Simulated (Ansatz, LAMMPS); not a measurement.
# Squeezing and shearing glassy Na2MgSi3O8 (112 atoms), part 4 of 5

How stiff is glassy Na2MgSi3O8 (112 atoms), and how do its levels respond to strain?

Ansatz 0.2.0; Kohn-Sham DFT, PBE, PAW (set soft_2), plane waves.

The cell: 8 Mg, 16 Na, 64 O and 24 Si. The quench rate of 10 K/ps is many orders above laboratory rates. The network of bonds at the start is that of the classical potential that made the cell. Only the Γ point is sampled.

So far. Step 8 (Volume +6 %): The relaxation converged after 11 steps, 1.44 eV below its start, with a largest force component of 0.042 eV/Å. Step 8 (Volume +6 %): Volume +6 %: the energy stands 0.597 eV above that of the reference, at a pressure of -2.15 GPa.

### Step 9. Volume -10 %

The relaxed cell is scaled to another volume.

Input file input.yaml:

```yaml
crystal:
  lattice:
    - [11.43003, 0.25085, 0.027]
    - [0.25085, 10.67885, 0.16753]
    - [0.027, 0.16753, 11.02928]
  atoms:
    [... the 112 atom lines of step 4 ...]
kpoints:
  mp_grid: { grid: [1, 1, 1] }
hamiltonian:
  xc: pbe
scf:
  occupations: { method: fermi_dirac, width: 0.05 }
output:
  forces: true
  eigenvalues: true
  stress: true
relax:
  f_tol: 0.05
  max_steps: 70
```

The run is started by

```bash
> ansatz run input.yaml --threads 4 --pin off --max-ram 8192MiB --backend cpu --events-out ev --progress --plain --runs-dir out
```

Numbers of over 12 decimals in the logs are rounded to 6 here.

What it wrote:

```text
[...]
Crystal: 112 atoms, lattice volume = 1345.209 Å³
Basis set: ecut = 420 eV, 26293 PW (Γ), exchange–correlation on 160×144×150 points (8 copies of the dense FFT grid, shifted against one another)
Bands: 464, of which v1, the nominal top of the filled ones, is band 352 counted from 1 (351 counted from 0)
Symmetry: 1 space group operations
[...]
k-points: 1
[...]
SCF iter   1: F=—  HF=-90864.713594 eV  |F-HF|=—  |Δ(HF+E_count)|=         —  Δρ=2.32e-3  dr2=1.10e-1  ethr=1.77e-3  ⟨swp⟩=5.0  Hψ=1795  notcnv=0  defer=102
[...]
SCF iter   5: F=—  HF=-90864.699636 eV  |F-HF|=—  |Δ(HF+E_count)|=   1.92e-5  Δρ=1.23e-4  dr2=1.78e-4  ethr=1.09e-7  ⟨swp⟩=2.0  Hψ=774  notcnv=0  defer=105
SCF iter   6: F=-90864.699655 eV  HF=-90864.699650 eV  |F-HF|=4.98e-6  |Δ(HF+E_count)|=   1.49e-5  Δρ=3.47e-5  dr2=1.85e-5  ethr=8.88e-9  ⟨swp⟩=13.0  Hψ=2737  notcnv=0
SCF 1 converged in 6 iterations: F = -90864.699655 eV  dr2 = 1.85e-5
[...]
relax step   1: F+E_penalty+E_count = -90864.69965539 eV  Δ(F+E_penalty+E_count) = +0.000e0 eV  max|allowed force component| = 2.338e0 eV/Å  Δτ_max = 0.0000 Å  (6 SCF iters, dr2 threshold 6.25e-5 eV, accepted)
[...]
relax step   2: F+E_penalty+E_count = -90867.35154407 eV  Δ(F+E_penalty+E_count) = -2.652e0 eV  max|allowed force component| = 1.127e0 eV/Å  Δτ_max = 0.1011 Å  (6 SCF iters, dr2 threshold 1.00e-4 eV, accepted)
[...]
relax step   3: F+E_penalty+E_count = -90869.19856003 eV  Δ(F+E_penalty+E_count) = -1.847e0 eV  max|allowed force component| = 6.598e-1 eV/Å  Δτ_max = 0.1882 Å  (7 SCF iters, dr2 threshold 7.93e-5 eV, accepted)
relax step   4: F+E_penalty+E_count = -90869.85333907 eV  Δ(F+E_penalty+E_count) = -6.548e-1 eV  max|allowed force component| = 4.060e-1 eV/Å  Δτ_max = 0.2000 Å  (6 SCF iters, dr2 threshold 1.00e-4 eV, accepted)
relax step   5: F+E_penalty+E_count = -90870.04741155 eV  Δ(F+E_penalty+E_count) = -1.941e-1 eV  max|allowed force component| = 2.960e-1 eV/Å  Δτ_max = 0.2000 Å  (6 SCF iters, dr2 threshold 5.65e-5 eV, accepted)
relax step   6: F+E_penalty+E_count = -90870.16829979 eV  Δ(F+E_penalty+E_count) = -1.209e-1 eV  max|allowed force component| = 3.664e-1 eV/Å  Δτ_max = 0.1952 Å  (7 SCF iters, dr2 threshold 3.32e-5 eV, accepted)
relax step   7: F+E_penalty+E_count = -90870.23836151 eV  Δ(F+E_penalty+E_count) = -7.006e-2 eV  max|allowed force component| = 4.390e-1 eV/Å  Δτ_max = 0.1997 Å  (6 SCF iters, dr2 threshold 7.14e-5 eV, accepted)
relax step   8: F+E_penalty+E_count = -90870.32826961 eV  Δ(F+E_penalty+E_count) = -8.991e-2 eV  max|allowed force component| = 3.574e-1 eV/Å  Δτ_max = 0.2000 Å  (7 SCF iters, dr2 threshold 1.00e-4 eV, accepted)
relax step   9: F+E_penalty+E_count = -90870.34933648 eV  Δ(F+E_penalty+E_count) = -2.107e-2 eV  max|allowed force component| = 4.166e-1 eV/Å  Δτ_max = 0.0753 Å  (6 SCF iters, dr2 threshold 8.47e-5 eV, accepted)
relax step  10: F+E_penalty+E_count = -90870.38421197 eV  Δ(F+E_penalty+E_count) = -3.488e-2 eV  max|allowed force component| = 4.792e-2 eV/Å  Δτ_max = 0.0800 Å  (6 SCF iters, dr2 threshold 1.00e-4 eV, accepted)
[...]
relax step  11: F+E_penalty+E_count = -90870.38421549 eV  Δ(F+E_penalty+E_count) = -3.522e-6 eV  max|allowed force component| = 4.807e-2 eV/Å  Δτ_max = 0.0000 Å  (4 SCF iters, accepted)
SCF converged after 4 iterations
Free energy (F): -90870.384215 eV
[...]
Internal energy: -90870.384215 eV  (E = F + TS)
E sigma→0 (E₀):  -90870.384215 eV
Fermi energy:    6.997917 eV
[...]
Σ components = -90870.384215   (vs F -90870.384215, Δ=0.00e0)
--- Forces (eV/Å), atoms counted from 1 ---
  atom   1  Mg    -0.01908827    -0.00359649     0.01026531
  atom   2  Mg    -0.00926726    -0.01292873     0.00233886
  atom   3  Mg    -0.00169441    -0.00458273    -0.02841993
  atom   4  Mg    -0.00761240    -0.02193670    -0.01556525
[...]
atom 112  Si    -0.01113401     0.00394845     0.02206297
  max |Σ_I F_I| component: 2.33e-4 eV/Å
--- Stress (GPa, compression-positive) ---
        3.704393       0.284587       0.003181
        0.284586       4.722994       0.096572
        0.003180       0.096573       5.660828
  P = ⅓ Tr σ = 4.6961 GPa (46.961 kbar)
--- Band table (eV) ---
[...]
--- Relaxed structure (11 steps of the walk, 11 accepted, 0 SCFs on fresh bases) ---
  F+E_penalty+E_count = -90870.38421549 eV   max|allowed force component| = 4.807e-2 eV/Å
  atoms:
    - { symbol: Mg, position: [0.530545, 0.635627, 0.214102] }
    - { symbol: Mg, position: [0.501815, 0.034664, 0.360363] }
    - { symbol: Mg, position: [0.368499, 0.053040, 0.607353] }
    - { symbol: Mg, position: [0.251570, 0.792124, 0.792613] }
[...]
- { symbol: Si, position: [0.725264, 0.142819, 0.265741] }
```

Elapsed: 4.1 min, on 4 threads of Intel Xeon Platinum 8375C at 2.90GHz (Ice Lake), shared host; peak memory 2 GiB; 13 min of CPU time.

The relaxation converged after 11 steps, 5.68 eV below its start, with a largest force component of 0.048 eV/Å.

Volume -10 %: the energy stands 1.82 eV above that of the reference, at a pressure of 4.70 GPa.

### Step 10. Stretched by 1 % along x

The relaxed cell is strained along x alone, which gives the stiffness along x and its coupling to y and z.

input.yaml, the sections that differ from step 9:

```yaml
crystal:
  lattice:
    - [11.95698, 0.25982, 0.02797]
    - [0.26242, 11.06056, 0.17352]
    - [0.02825, 0.17352, 11.42351]
  atoms:
    [... the 112 atom lines of step 4 ...]
# kpoints, hamiltonian, scf, output, relax: as in step 9
```

What it wrote:

```text
[...]
Crystal: 112 atoms, lattice volume = 1509.624 Å³
Basis set: ecut = 420 eV, 29469 PW (Γ), exchange–correlation on 160×150×160 points (8 copies of the dense FFT grid, shifted against one another)
Bands: 464, of which v1, the nominal top of the filled ones, is band 352 counted from 1 (351 counted from 0)
Symmetry: 1 space group operations
[...]
k-points: 1
[...]
SCF iter   1: F=—  HF=-90872.097242 eV  |F-HF|=—  |Δ(HF+E_count)|=         —  Δρ=1.91e-3  dr2=8.04e-2  ethr=1.77e-3  ⟨swp⟩=6.0  Hψ=1938  notcnv=0  defer=31
[...]
SCF iter   6: F=-90872.087329 eV  HF=-90872.087321 eV  |F-HF|=8.35e-6  |Δ(HF+E_count)|=   9.86e-6  Δρ=3.31e-5  dr2=1.96e-5  ethr=8.88e-9  ⟨swp⟩=12.0  Hψ=2722  notcnv=0
SCF 1 converged in 6 iterations: F = -90872.087329 eV  dr2 = 1.96e-5
[...]
relax step   1: F+E_penalty+E_count = -90872.08732928 eV  Δ(F+E_penalty+E_count) = +0.000e0 eV  max|allowed force component| = 5.732e-1 eV/Å  Δτ_max = 0.0000 Å  (6 SCF iters, dr2 threshold 6.25e-5 eV, accepted)
[...]
relax step   2: F+E_penalty+E_count = -90872.13690083 eV  Δ(F+E_penalty+E_count) = -4.957e-2 eV  max|allowed force component| = 3.251e-1 eV/Å  Δτ_max = 0.0201 Å  (5 SCF iters, dr2 threshold 2.05e-5 eV, accepted)
[...]
relax step   3: F+E_penalty+E_count = -90872.16732866 eV  Δ(F+E_penalty+E_count) = -3.043e-2 eV  max|allowed force component| = 6.072e-2 eV/Å  Δτ_max = 0.0333 Å  (6 SCF iters, dr2 threshold 6.60e-6 eV, accepted)
relax step   4: F+E_penalty+E_count = -90872.13049338 eV  Δ(F+E_penalty+E_count) = +3.684e-2 eV  max|allowed force component| = 1.933e-1 eV/Å  Δτ_max = 0.2000 Å  (9 SCF iters, rejected (line search))
[...]
relax step   5: F+E_penalty+E_count = -90872.17380055 eV  Δ(F+E_penalty+E_count) = -6.472e-3 eV  max|allowed force component| = 3.585e-2 eV/Å  Δτ_max = 0.0444 Å  (9 SCF iters, accepted)
SCF converged after 9 iterations
Free energy (F): -90872.173801 eV
[...]
Internal energy: -90872.173801 eV  (E = F + TS)
E sigma→0 (E₀):  -90872.173801 eV
Fermi energy:    5.794053 eV
[...]
--- Forces (eV/Å), atoms counted from 1 ---
  atom   1  Mg     0.01104240    -0.00394587    -0.00163970
  atom   2  Mg    -0.00289623     0.01065786    -0.00085295
  atom   3  Mg     0.01033185     0.00619857    -0.00202034
  atom   4  Mg     0.00462330     0.00396248    -0.00497514
  atom   5  Mg    -0.00550373    -0.01219976    -0.01188210
  atom   6  Mg     0.00838347    -0.00996560    -0.00726767
  atom   7  Mg    -0.00412586    -0.02360604     0.00425126
  atom   8  Mg     0.00903532     0.01552870    -0.00094342
  atom   9  Na     0.00690284     0.00081899    -0.00491222
  atom  10  Na     0.00131856    -0.00243920     0.00373144
  atom  11  Na     0.00832033     0.00370197     0.00272599
  atom  12  Na    -0.00174658     0.00566801    -0.00552386
  atom  13  Na    -0.00316730     0.00170586    -0.00101693
  atom  14  Na    -0.00356805     0.00425551    -0.00161153
[...]
atom 111  Si     0.01536325    -0.01441265    -0.00274498
  atom 112  Si    -0.00217163    -0.01413058    -0.03273043
  max |Σ_I F_I| component: 9.76e-5 eV/Å
--- Stress (GPa, compression-positive) ---
       -0.686939       0.022915      -0.051451
        0.022915      -0.209747      -0.024575
       -0.051451      -0.024575      -0.223229
  P = ⅓ Tr σ = -0.3733 GPa (-3.733 kbar)
--- Band table (eV) ---
[...]
--- Relaxed structure (5 steps of the walk, 4 accepted, 0 SCFs on fresh bases) ---
  F+E_penalty+E_count = -90872.17380055 eV   max|allowed force component| = 3.585e-2 eV/Å
  atoms:
    - { symbol: Mg, position: [0.481690, 0.634175, 0.215740] }
    - { symbol: Mg, position: [0.508284, 0.061119, 0.357190] }
    - { symbol: Mg, position: [0.389707, 0.053611, 0.590100] }
    - { symbol: Mg, position: [0.243430, 0.790416, 0.781372] }
[...]
- { symbol: Si, position: [0.709964, 0.178134, 0.271027] }
```

Run time: 2.1 min. Hardware: 4 threads; peak memory 2.2 GiB.

The relaxation converged after 5 steps, 0.0865 eV below its start, with a largest force component of 0.036 eV/Å.

Stretched by 1 % along x: the energy stands 0.0332 eV above that of the reference, at a pressure of -0.373 GPa.

### Step 11. Compressed by 1 % along x

The relaxed cell is strained along x alone, which gives the stiffness along x and its coupling to y and z.

input.yaml, the sections that differ from step 10:

```yaml
crystal:
  lattice:
    - [11.7202, 0.25982, 0.02797]
    - [0.25722, 11.06056, 0.17352]
    - [0.02769, 0.17352, 11.42351]
  atoms:
    [... the 112 atom lines of step 4 ...]
# kpoints, hamiltonian, scf, output, relax: as in step 10
```

What it wrote:

```text
[...]
Crystal: 112 atoms, lattice volume = 1479.730 Å³
Basis set: ecut = 420 eV, 28929 PW (Γ), exchange–correlation on 160×150×160 points (8 copies of the dense FFT grid, shifted against one another)
Bands: 464, of which v1, the nominal top of the filled ones, is band 352 counted from 1 (351 counted from 0)
Symmetry: 1 space group operations
[...]
k-points: 1
[...]
SCF iter   1: F=—  HF=-90872.092978 eV  |F-HF|=—  |Δ(HF+E_count)|=         —  Δρ=1.94e-3  dr2=8.42e-2  ethr=1.77e-3  ⟨swp⟩=5.0  Hψ=1774  notcnv=0  defer=102
[...]
SCF iter   5: F=—  HF=-90872.087590 eV  |F-HF|=—  |Δ(HF+E_count)|=   1.21e-5  Δρ=1.11e-4  dr2=1.70e-4  ethr=9.89e-8  ⟨swp⟩=2.0  Hψ=586  notcnv=0  defer=105
SCF iter   6: F=-90872.087611 eV  HF=-90872.087608 eV  |F-HF|=2.35e-6  |Δ(HF+E_count)|=   1.80e-5  Δρ=3.76e-5  dr2=2.22e-5  ethr=8.88e-9  ⟨swp⟩=14.0  Hψ=2691  notcnv=0
SCF 1 converged in 6 iterations: F = -90872.087611 eV  dr2 = 2.22e-5
[...]
relax step   1: F+E_penalty+E_count = -90872.08761062 eV  Δ(F+E_penalty+E_count) = +0.000e0 eV  max|allowed force component| = 6.271e-1 eV/Å  Δτ_max = 0.0000 Å  (6 SCF iters, dr2 threshold 6.25e-5 eV, accepted)
[...]
relax step   2: F+E_penalty+E_count = -90872.13929307 eV  Δ(F+E_penalty+E_count) = -5.168e-2 eV  max|allowed force component| = 3.467e-1 eV/Å  Δτ_max = 0.0180 Å  (5 SCF iters, dr2 threshold 2.46e-5 eV, accepted)
[...]
relax step   3: F+E_penalty+E_count = -90872.17187948 eV  Δ(F+E_penalty+E_count) = -3.259e-2 eV  max|allowed force component| = 6.082e-2 eV/Å  Δτ_max = 0.0325 Å  (6 SCF iters, dr2 threshold 7.51e-6 eV, accepted)
relax step   4: F+E_penalty+E_count = -90872.15723470 eV  Δ(F+E_penalty+E_count) = +1.464e-2 eV  max|allowed force component| = 2.042e-1 eV/Å  Δτ_max = 0.1116 Å  (9 SCF iters, rejected (line search))
[...]
relax step   5: F+E_penalty+E_count = -90872.18068324 eV  Δ(F+E_penalty+E_count) = -8.804e-3 eV  max|allowed force component| = 3.705e-2 eV/Å  Δτ_max = 0.0465 Å  (9 SCF iters, accepted)
SCF converged after 9 iterations
Free energy (F): -90872.180683 eV
[...]
Internal energy: -90872.180683 eV  (E = F + TS)
E sigma→0 (E₀):  -90872.180683 eV
Fermi energy:    5.987055 eV
[...]
Σ components = -90872.180683   (vs F -90872.180683, Δ=0.00e0)
--- Forces (eV/Å), atoms counted from 1 ---
  atom   1  Mg     0.00717436     0.00376851     0.00257094
  atom   2  Mg     0.00103076     0.00395762    -0.00485280
  atom   3  Mg    -0.00947360    -0.00950931     0.00715369
  atom   4  Mg     0.00757117    -0.00310918     0.00534576
[...]
atom 112  Si    -0.00899846    -0.01857576     0.02003163
  max |Σ_I F_I| component: 6.38e-5 eV/Å
--- Stress (GPa, compression-positive) ---
        0.679820       0.021749       0.057044
        0.021749       0.116216       0.020208
        0.057044       0.020208       0.247224
  P = ⅓ Tr σ = 0.3478 GPa (3.478 kbar)
--- Band table (eV) ---
[...]
--- Relaxed structure (5 steps of the walk, 4 accepted, 0 SCFs on fresh bases) ---
  F+E_penalty+E_count = -90872.18068324 eV   max|allowed force component| = 3.705e-2 eV/Å
  atoms:
    - { symbol: Mg, position: [0.485739, 0.635561, 0.215498] }
    - { symbol: Mg, position: [0.510652, 0.058236, 0.360969] }
    - { symbol: Mg, position: [0.386586, 0.053934, 0.593899] }
    - { symbol: Mg, position: [0.243369, 0.791762, 0.782423] }
[...]
- { symbol: Si, position: [0.713637, 0.172959, 0.269805] }
```

The job ended after 1.8 min (4 threads; peak memory 2.2 GiB).

The relaxation converged after 5 steps, 0.0931 eV below its start, with a largest force component of 0.037 eV/Å.

Compressed by 1 % along x: the energy stands 0.0263 eV above that of the reference, at a pressure of 0.348 GPa.

(Continued in part 5 of 5.)

[Logs are printed without paths, hosts, clocks, repeated set-up lines and the standing remarks that a program may print on its own settings, such as how far it seeks lower states.]

[Hosts, paths, dates, database ids (printed as entryN), source tags and the programs' standing remarks are cut or masked in the printed files.]
